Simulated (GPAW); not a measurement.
# Screening of a field by Cl/W(100)

Wanted: the out-of-plane polarisability of Cl/W(100).

Program: GPAW 26.7.0. Level of theory: GPAW, PAW setups; slab in vacuum, relaxation, in the first sound run; inputs show where later runs differ. Results are calculated unless marked as measured.

This is a report of a sequence of runs, with most program output left out.

### 1. Starting point

The cell holds 6 atoms: 5 W and 1 Cl. Cell: a = 3.160 Å, b = 3.160 Å, c = 23.870 Å, α = 90.0°, β = 90.0°, γ = 90.0°. Vacuum lies along c.

### 2. Relaxation

Forces are removed first; all later runs use this geometry. The lowest 3 atoms are held at bulk positions and keep their forces.

Contents of run.py:

```python
import json
import numpy as np
from ase import Atoms
from ase.constraints import FixAtoms
from ase.optimize import BFGS
from gpaw import GPAW, PW

slab = Atoms(
    ['W', 'W', 'W', 'W', 'W', 'Cl'],
    positions=[
        [0.00000, 0.00000, 8.00000],
        [1.58000, 1.58000, 9.58000],
        [0.00000, 0.00000, 11.16000],
        [1.58000, 1.58000, 12.74000],
        [0.00000, 0.00000, 14.32000],
        [1.58000, 1.58000, 15.86960]],
    cell=[[3.16, 0.0, 0.0], [0.0, 3.16, 0.0], [0.0, 0.0, 23.8696]],
    pbc=[True, True, False])

slab.calc = GPAW(mode=PW(400), xc='PBE', kpts={'size': (10, 10, 1), 'gamma': True},
                 occupations={'name': 'fermi-dirac', 'width': 0.1}, nbands='160%',
                 convergence={'density': 1e-05}, maxiter=200,
                 poissonsolver={'dipolelayer': 'xy'},
                 symmetry={'tolerance': 1e-3, 'extra_ids': [1, 1, 1, 0, 0, 0]}, txt='slab.txt')
result = {}
slab.set_constraint(FixAtoms([0, 1, 2]))
path = []
opt = BFGS(slab, maxstep=0.2)
opt.attach(lambda: path.append((slab.get_potential_energy(), slab.positions.tolist(), slab.get_forces().tolist())))
result['relaxed'] = bool(opt.run(fmax=0.03, steps=40))
result['path'] = path
energy = slab.get_potential_energy()
fermi = slab.calc.get_fermi_level()
v = slab.calc.get_electrostatic_potential().mean((0, 1)) - fermi
n = slab.calc.get_pseudo_density().mean((0, 1))
L = slab.cell[2, 2]
z = np.arange(len(v)) * L / len(v)
low, high = slab.positions[:, 2].min(), slab.positions[:, 2].max()
below, above = np.interp([low - 5.8, high + 5.8], z, v)
slopes = [np.interp(x, z, np.gradient(v, z)) for x in (low - 5.8, high + 5.8)]
eps = np.array([[slab.calc.get_eigenvalues(k, s) for k in range(len(slab.calc.get_ibz_k_points()))]
                for s in range(slab.calc.get_number_of_spins())]) - fermi
top, bottom = eps[eps < 0].max(), eps[eps > 0].min()
dipole = slab.get_dipole_moment()[2]
print(f'energy {energy:.4f} eV, Fermi level {fermi:.4f} eV, dipole {dipole:.5f} e A')
print(f'potential 5.8 A off the faces, from the Fermi level: lower {below:.4f} eV, upper {above:.4f} eV')
print(f'slope of the potential there: lower {slopes[0]:.5f}, upper {slopes[1]:.5f} eV/A')
print(f'nearest levels on the mesh: {top:.4f} and {bottom:.4f} eV')
print('magnetic moment', round(slab.get_magnetic_moment(), 3))
result.update(energy=energy, fermi=fermi, dipole=dipole, below=below, above=above, slopes=slopes, edges=[top, bottom],
              z=z.tolist(), v=v.tolist(), n=n.tolist(), positions=slab.positions.tolist(),
              forces=slab.get_forces(apply_constraint=False).tolist(), moments=slab.get_magnetic_moments().tolist())
json.dump(result, open('result.json', 'w'))
```

Launch:

```
OMP_NUM_THREADS=1 OPENBLAS_NUM_THREADS=1 python run.py
```

It took 25 min on 1 thread of Arm Neoverse V1, shared host; peak memory 0.29 GiB.

Relaxation path:

| step | energy less that of the first step (eV) | largest force (eV/Å) |
| --- | --- | --- |
| 1 | 0.0000 | 1.3785 |
| 2 | -0.0418 | 1.2036 |
| 3 | -0.1385 | 0.3279 |
| 4 | -0.1413 | 0.2447 |
| 5 | -0.1483 | 0.2995 |
| 6 | -0.1563 | 0.2636 |
| 7 | -0.1618 | 0.1781 |
| 8 | -0.1634 | 0.1199 |
| 9 | -0.1639 | 0.0575 |
| 10 | -0.1641 | 0.0274 |

The atoms that moved most (Å):

| atom | dx | dy | dz | length |
| --- | --- | --- | --- | --- |
| Cl6 | 0.000 | 0.000 | 0.230 | 0.230 |
| W5 | 0.000 | 0.000 | -0.008 | 0.008 |

The relaxed structure:

```xyz
6
Lattice="3.1600 0.0000 0.0000 0.0000 3.1600 0.0000 0.0000 0.0000 23.8696" Properties=species:S:1:pos:R:3
W     0.0000    0.0000    8.0000
W     1.5800    1.5800    9.5800
W     0.0000    0.0000   11.1600
W     1.5800    1.5800   12.7369
W     0.0000    0.0000   14.3119
Cl    1.5800    1.5800   16.0991
```

Numbers from this step:

* dipole along the normal: -0.05837 e·Å
* levels nearest the Fermi level on the mesh: -0.02068, 0.02686 eV from the Fermi level
* upper work function: 5.314 eV
* lower work function: 4.257 eV

The electrostatic potential energy of an electron (without an applied field's), less the Fermi level, planar mean oscillates, so the rows of the table below give means over windows of 1.6 Å about each position, cut where the curve ends. Its maxima inside the range that stand out by 2 % of the span (Å: eV): 8.7: -8.66, 10.3: -9.14, 11.9: -9.07, 13.5: -8.67, 15.3: -3.25. Its minima: 8.0: -20.0, 9.6: -20.6, 11.2: -20.7, 12.7: -20.4, 14.3: -20.4, 16.1: -16.4.

Electrostatic potential energy of an electron (without an applied field's), less the Fermi level, planar mean against z; means over each step:

z (Å), electrostatic potential energy of an electron (without an applied field's), less the Fermi level, planar mean (eV) and a bar from the least value:
```
     0.80        4.3 #############################
     2.40        4.3 ############################
     4.00        4.2 ############################
     5.60        3.9 ############################
     7.20       -5.7 ##############
     8.80      -14.3 #
    10.40      -14.8 
    12.00      -14.7 
    13.60      -14.5 
    15.20       -9.3 ########
    16.80       -2.5 ##################
    18.40        5.3 ##############################
    20.00        5.3 ##############################
    21.60        5.3 ##############################
    23.20        5.3 ##############################
```

The pseudo valence density, planar mean oscillates, so the rows of the table below give means over windows of 1.49 Å about each position, cut where the curve ends. Its maxima inside the range that stand out by 2 % of the span (Å: e/Å³): 8.1: 1.30, 9.6: 1.36, 11.1: 1.34, 12.8: 1.36, 14.3: 1.35, 15.8: 0.503. Its minima: 8.7: 0.533, 10.4: 0.528, 11.9: 0.522, 13.4: 0.553, 15.1: 0.322.

Pseudo valence density, planar mean against z; means over each step:

z (Å), pseudo valence density, planar mean (e/Å³) and a bar:
```
     2.23       0.00 
     3.72       0.00 
     5.21       0.00 
     6.70       0.12 ####
     8.19       0.87 #############################
     9.68       0.91 ##############################
    11.17       0.91 ##############################
    12.66       0.91 ##############################
    14.15       0.88 #############################
    15.64       0.42 ##############
    17.13       0.15 #####
    18.62       0.00 
    20.11       0.00
```

The relaxation lowered the energy of the cell by 0.164 eV (energies extrapolated to zero smearing; the optimiser's log prints free energies). The largest force left on a free atom is 0.027 eV/Å.

### 3. Plane waves, PBE

With the geometry fixed, the planar mean of the potential gives the vacuum level on each side.

This step: GPAW, PAW setups; slab in vacuum (GPAW 26.7.0).

run.py, as its differences from that of step 2:

```diff
@@ -3,4 +3,2 @@
 from ase import Atoms
-from ase.constraints import FixAtoms
-from ase.optimize import BFGS
 from gpaw import GPAW, PW
@@ -13,5 +11,5 @@
         [0.00000, 0.00000, 11.16000],
-        [1.58000, 1.58000, 12.74000],
-        [0.00000, 0.00000, 14.32000],
-        [1.58000, 1.58000, 15.86960]],
+        [1.58000, 1.58000, 12.73692],
+        [-0.00000, -0.00000, 14.31194],
+        [1.58000, 1.58000, 16.09913]],
     cell=[[3.16, 0.0, 0.0], [0.0, 3.16, 0.0], [0.0, 0.0, 23.8696]],
@@ -23,10 +21,4 @@
                  poissonsolver={'dipolelayer': 'xy'},
-                 symmetry={'tolerance': 1e-3, 'extra_ids': [1, 1, 1, 0, 0, 0]}, txt='slab.txt')
+                 symmetry={'tolerance': 1e-3}, txt='slab.txt')
 result = {}
-slab.set_constraint(FixAtoms([0, 1, 2]))
-path = []
-opt = BFGS(slab, maxstep=0.2)
-opt.attach(lambda: path.append((slab.get_potential_energy(), slab.positions.tolist(), slab.get_forces().tolist())))
-result['relaxed'] = bool(opt.run(fmax=0.03, steps=40))
-result['path'] = path
 energy = slab.get_potential_energy()
```

It took 3 min on 1 thread; peak memory 0.29 GiB.

This step gave:

| Quantity | Value |
| --- | --- |
| dipole along the normal | -0.05818 e·Å |
| levels nearest the Fermi level on the mesh | -0.02067, 0.02687 eV from the Fermi level |

The electrostatic potential energy of an electron (without an applied field's), less the Fermi level, planar mean oscillates, so the rows of the table below give means over windows of 1.6 Å about each position, cut where the curve ends. Its maxima inside the range that stand out by 2 % of the span (Å: eV): 8.7: -8.66, 10.3: -9.14, 11.9: -9.07, 13.5: -8.67, 15.3: -3.25. Its minima: 8.0: -20.0, 9.6: -20.6, 11.2: -20.7, 12.7: -20.4, 14.3: -20.4, 16.1: -16.4.

Table of electrostatic potential energy of an electron (without an applied field's), less the Fermi level, planar mean by z; means over each step:

| z (Å) | electrostatic potential energy of an electron (without an applied field's), less the Fermi level, planar mean (eV) |
| --- | --- |
| 0.80 | 4.32 |
| 2.40 | 4.26 |
| 4.00 | 4.25 |
| 5.60 | 3.91 |
| 7.20 | -5.72 |
| 8.80 | -14.3 |
| 10.40 | -14.8 |
| 12.00 | -14.7 |
| 13.60 | -14.5 |
| 15.20 | -9.30 |
| 16.80 | -2.45 |
| 18.40 | 5.25 |
| 20.00 | 5.31 |
| 21.60 | 5.31 |
| 23.20 | 5.28 |

The pseudo valence density, planar mean by z:

| z (Å) | pseudo valence density, planar mean (e/Å³) |
| --- | --- |
| 0.00 | 0 |
| 0.64 | 0 |
| 1.28 | 0 |
| 1.92 | 0 |
| 2.56 | 6.6e-6 |
| 3.20 | 2.8e-5 |
| 3.84 | 1.2e-4 |
| 4.48 | 4.9e-4 |
| 5.11 | 0.00200 |
| 5.75 | 0.00818 |
| 6.39 | 0.0327 |
| 7.03 | 0.150 |
| 7.67 | 0.873 |
| 8.31 | 0.959 |
| 8.95 | 0.576 |
| 9.59 | 1.36 |
| 10.23 | 0.553 |
| 10.87 | 1.02 |
| 11.51 | 0.910 |
| 12.15 | 0.592 |
| 12.79 | 1.36 |
| 13.43 | 0.553 |
| 14.07 | 1.09 |
| 14.71 | 0.742 |
| 15.34 | 0.336 |
| 15.98 | 0.469 |
| 16.62 | 0.360 |
| 17.26 | 0.0574 |
| 17.90 | 0.00663 |
| 18.54 | 8.2e-4 |
| 19.18 | 1.1e-4 |
| 19.82 | 1.4e-5 |
| 20.46 | 4.0e-6 |
| 21.10 | 0 |
| 21.74 | 0 |
| 22.38 | 0 |
| 23.02 | 0 |
| 23.66 | 0 |

Force by atom:

| atom | x (eV/Å) | y (eV/Å) | z (eV/Å) | size |
| --- | --- | --- | --- | --- |
| W1 | 0.00 | 0.00 | 1.44 | 1.44 |
| W2 | 0.00 | 0.00 | -1.58 | 1.58 |
| W3 | 0.00 | 0.00 | 0.14 | 0.14 |
| W4 | 0.00 | 0.00 | -0.02 | 0.02 |
| W5 | 0.00 | 0.00 | 0.03 | 0.03 |
| Cl6 | 0.00 | 0.00 | -0.01 | 0.01 |

The potential is flat to 2.7e-4 eV/Å where it is read, so the vacuum is wide enough.

### 4. In a field

A uniform field along the normal polarises the slab; the atoms stay fixed, so this is the electronic response alone.

run.py, as its differences from that of step 3:

```diff
@@ -4,2 +4,3 @@
 from gpaw import GPAW, PW
+from gpaw.external import ConstantElectricField
 
@@ -21,2 +22,3 @@
                  poissonsolver={'dipolelayer': 'xy'},
+                 external=ConstantElectricField(-0.2, [0, 0, 1]),
                  symmetry={'tolerance': 1e-3}, txt='slab.txt')
```

Run time: 6.1 min. Hardware: 1 thread; peak memory 0.5 GiB.

Numbers from this step:

- dipole along the normal: -0.1795 e·Å
- levels nearest the Fermi level on the mesh: -0.02334, 0.02426 eV from the Fermi level
- potential below the slab, the applied field's own ramp left out: 3.054 eV from the Fermi level
- potential above the slab, the applied field's own ramp left out: 6.306 eV from the Fermi level

The electrostatic potential energy of an electron (without an applied field's), less the Fermi level, planar mean oscillates, so the rows of the table below give means over windows of 1 Å about each position, cut where the curve ends. Its maxima inside the range that stand out by 2 % of the span (Å: eV): 8.8: -9.29, 10.3: -9.47, 11.9: -9.07, 13.5: -8.35, 15.3: -2.59, 22.7: 6.31. Its minima: 8.0: -20.8, 9.6: -21.1, 11.2: -20.8, 12.7: -20.3, 14.3: -20.0, 16.1: -15.6.

Table of electrostatic potential energy of an electron (without an applied field's), less the Fermi level, planar mean by z; means over each step:

| z (Å) | electrostatic potential energy of an electron (without an applied field's), less the Fermi level, planar mean (eV) |
| --- | --- |
| 0 | 3.66 |
| 1 | 3.05 |
| 2 | 3.05 |
| 3 | 3.05 |
| 4 | 3.05 |
| 5 | 3.00 |
| 6 | 2.48 |
| 7 | -2.52 |
| 8 | -17.1 |
| 9 | -13.1 |
| 10 | -14.8 |
| 11 | -17.0 |
| 12 | -12.1 |
| 13 | -15.5 |
| 14 | -14.8 |
| 15 | -7.70 |
| 16 | -10.2 |
| 17 | 2.85 |
| 18 | 6.17 |
| 19 | 6.30 |
| 20 | 6.31 |
| 21 | 6.31 |
| 22 | 6.31 |
| 23 | 6.30 |

Force by atom:

| atom | x (eV/Å) | y (eV/Å) | z (eV/Å) | size |
| --- | --- | --- | --- | --- |
| W1 | 0.00 | 0.00 | 1.44 | 1.44 |
| W2 | 0.00 | 0.00 | -1.59 | 1.59 |
| W3 | 0.00 | 0.00 | 0.14 | 0.14 |
| W4 | 0.00 | 0.00 | -0.01 | 0.01 |
| W5 | 0.00 | 0.00 | 0.00 | 0.00 |
| Cl6 | 0.00 | 0.00 | 0.02 | 0.02 |

The dipole is now -0.179 e Å, against -0.058 in the run without a field.

### 5. In a field

run.py, as its differences from that of step 4:

```diff
@@ -22,3 +22,3 @@
                  poissonsolver={'dipolelayer': 'xy'},
-                 external=ConstantElectricField(-0.2, [0, 0, 1]),
+                 external=ConstantElectricField(-0.1, [0, 0, 1]),
                  symmetry={'tolerance': 1e-3}, txt='slab.txt')
```

Elapsed: 7.2 min, on 1 thread; peak memory 0.5 GiB.

Numbers from this step:

* dipole along the normal: -0.1189 e·Å
* levels nearest the Fermi level on the mesh: -0.02336, 0.02560 eV from the Fermi level
* potential below the slab, the applied field's own ramp left out: 3.654 eV from the Fermi level
* potential above the slab, the applied field's own ramp left out: 5.809 eV from the Fermi level

The electrostatic potential energy of an electron (without an applied field's), less the Fermi level, planar mean oscillates, so the rows of the table below give means over windows of 1.6 Å about each position, cut where the curve ends. Its maxima inside the range that stand out by 2 % of the span (Å: eV): 8.7: -8.98, 10.3: -9.30, 11.9: -9.07, 13.5: -8.51, 15.3: -2.92, 22.7: 5.81. Its minima: 8.0: -20.4, 9.6: -20.9, 11.2: -20.8, 12.7: -20.3, 14.3: -20.2, 16.1: -16.0.

Table of electrostatic potential energy of an electron (without an applied field's), less the Fermi level, planar mean by z; means over each step:

z (Å), electrostatic potential energy of an electron (without an applied field's), less the Fermi level, planar mean (eV) and a bar from the least value:
```
     0.80        3.8 ###########################
     2.40        3.7 ###########################
     4.00        3.6 ###########################
     5.60        3.3 ##########################
     7.20       -6.2 #############
     8.80      -14.6 
    10.40      -14.9 
    12.00      -14.7 
    13.60      -14.3 #
    15.20       -9.0 #########
    16.80       -2.0 ###################
    18.40        5.7 ##############################
    20.00        5.8 ##############################
    21.60        5.8 ##############################
    23.20        5.7 ##############################
```

Force by atom:

| atom | x (eV/Å) | y (eV/Å) | z (eV/Å) | size |
| --- | --- | --- | --- | --- |
| W1 | 0.00 | 0.00 | 1.44 | 1.44 |
| W2 | 0.00 | 0.00 | -1.59 | 1.59 |
| W3 | 0.00 | 0.00 | 0.14 | 0.14 |
| W4 | 0.00 | 0.00 | -0.02 | 0.02 |
| W5 | 0.00 | 0.00 | 0.01 | 0.01 |
| Cl6 | 0.00 | 0.00 | 0.00 | 0.00 |

The dipole is now -0.119 e Å, against -0.058 in the run without a field.

### 6. In a field

run.py, as its differences from that of step 5:

```diff
@@ -22,3 +22,3 @@
                  poissonsolver={'dipolelayer': 'xy'},
-                 external=ConstantElectricField(-0.1, [0, 0, 1]),
+                 external=ConstantElectricField(-0.05, [0, 0, 1]),
                  symmetry={'tolerance': 1e-3}, txt='slab.txt')
```

The job ended after 5.5 min (1 thread; peak memory 0.5 GiB).

The electrostatic potential energy of an electron (without an applied field's), less the Fermi level, planar mean oscillates, so the rows of the table below give means over windows of 1.6 Å about each position, cut where the curve ends. Its maxima inside the range that stand out by 2 % of the span (Å: eV): 8.7: -8.82, 10.3: -9.22, 11.9: -9.07, 13.5: -8.59, 15.3: -3.08, 23.3: 5.56. Its minima: 8.0: -20.2, 9.6: -20.8, 11.2: -20.7, 12.7: -20.4, 14.3: -20.3, 16.1: -16.2.

The electrostatic potential energy of an electron (without an applied field's), less the Fermi level, planar mean by z; means over each step:

| z (Å) | electrostatic potential energy of an electron (without an applied field's), less the Fermi level, planar mean (eV) |
| --- | --- |
| 0.80 | 4.05 |
| 2.40 | 3.96 |
| 4.00 | 3.95 |
| 5.60 | 3.62 |
| 7.20 | -5.96 |
| 8.80 | -14.5 |
| 10.40 | -14.8 |
| 12.00 | -14.7 |
| 13.60 | -14.4 |
| 15.20 | -9.14 |
| 16.80 | -2.23 |
| 18.40 | 5.50 |
| 20.00 | 5.56 |
| 21.60 | 5.56 |
| 23.20 | 5.50 |

### 7. In a field

run.py, as its differences from that of step 6:

```diff
@@ -22,3 +22,3 @@
                  poissonsolver={'dipolelayer': 'xy'},
-                 external=ConstantElectricField(-0.05, [0, 0, 1]),
+                 external=ConstantElectricField(0.05, [0, 0, 1]),
                  symmetry={'tolerance': 1e-3}, txt='slab.txt')
```

Elapsed: 6.3 min, on 1 thread; peak memory 0.5 GiB.

### 8. In a field

run.py, as its differences from that of step 7:

```diff
@@ -22,3 +22,3 @@
                  poissonsolver={'dipolelayer': 'xy'},
-                 external=ConstantElectricField(0.05, [0, 0, 1]),
+                 external=ConstantElectricField(0.1, [0, 0, 1]),
                  symmetry={'tolerance': 1e-3}, txt='slab.txt')
```

Wall time 7.5 min (1 thread); peak memory 0.5 GiB.

The dipole is now 0.00246 e Å, against -0.058 in the run without a field.

### 9. Field on

run.py, as its differences from that of step 8:

```diff
@@ -22,3 +22,3 @@
                  poissonsolver={'dipolelayer': 'xy'},
-                 external=ConstantElectricField(0.1, [0, 0, 1]),
+                 external=ConstantElectricField(0.2, [0, 0, 1]),
                  symmetry={'tolerance': 1e-3}, txt='slab.txt')
```

Wall time 6.7 min (1 thread); peak memory 0.5 GiB.

The dipole is now 0.0633 e Å, against -0.058 in the run without a field.

### 10. In a field

run.py, as its differences from that of step 9:

```diff
@@ -22,3 +22,3 @@
                  poissonsolver={'dipolelayer': 'xy'},
-                 external=ConstantElectricField(0.2, [0, 0, 1]),
+                 external=ConstantElectricField(0.3, [0, 0, 1]),
                  symmetry={'tolerance': 1e-3}, txt='slab.txt')
```

Wall time 6.6 min (1 thread); peak memory 0.5 GiB.

The dipole is now 0.124 e Å, against -0.058 in the run without a field.

### 11. The series

The members are put on one axis.

This step: induced dipole against applied field (GPAW 26.7.0).

Dipole along the normal against field:

| field (V/Å) | dipole along the normal (e·Å) |
| --- | --- |
| -0.200 | -0.179 |
| -0.100 | -0.119 |
| -0.050 | -0.0886 |
| 0.000 | -0.0582 |
| 0.050 | -0.0279 |
| 0.100 | 0.00246 |
| 0.200 | 0.0633 |
| 0.300 | 0.124 |

### 12. Summary of results

```
work function, upper and lower face            : 5.314 and 4.257 eV
dipole along the normal                        : -0.0582 e Å
induced dipole per field                       : 0.608 e Å per V/Å
out-of-plane polarisability per area, α/(ε0 A) : 11.0 Å
```

What this shows: The field induces 0.608 e Å per V/Å, a polarisable thickness α/(ε0 A) of 11.0 Å beside 8.10 Å between the outermost nuclei. A perfect conductor would give the distance between its two image planes; a dielectric of thickness t gives t(1 - 1/ε). The two faces differ by 1.1 eV, the step that the slab's dipole makes (e p/(ε0 A) gives 1.1 eV), so the dipole layer is needed. The induced dipole is linear in the field over this range. The cell of 9.99 Å² holds one Cl, started on one chosen site; other sites and coverages weren't tried. The in-plane lattice was kept as typed, which isn't the functional's own and leaves some strain; spin-orbit coupling and temperature are left out.

[Logs are printed without paths, hosts, clocks, repeated set-up lines and the standing remarks that a program may print on its own settings, such as how far it seeks lower states.]

[Hosts, paths, dates, database ids (printed as entryN), source tags and the programs' standing remarks are cut or masked in the printed files.]
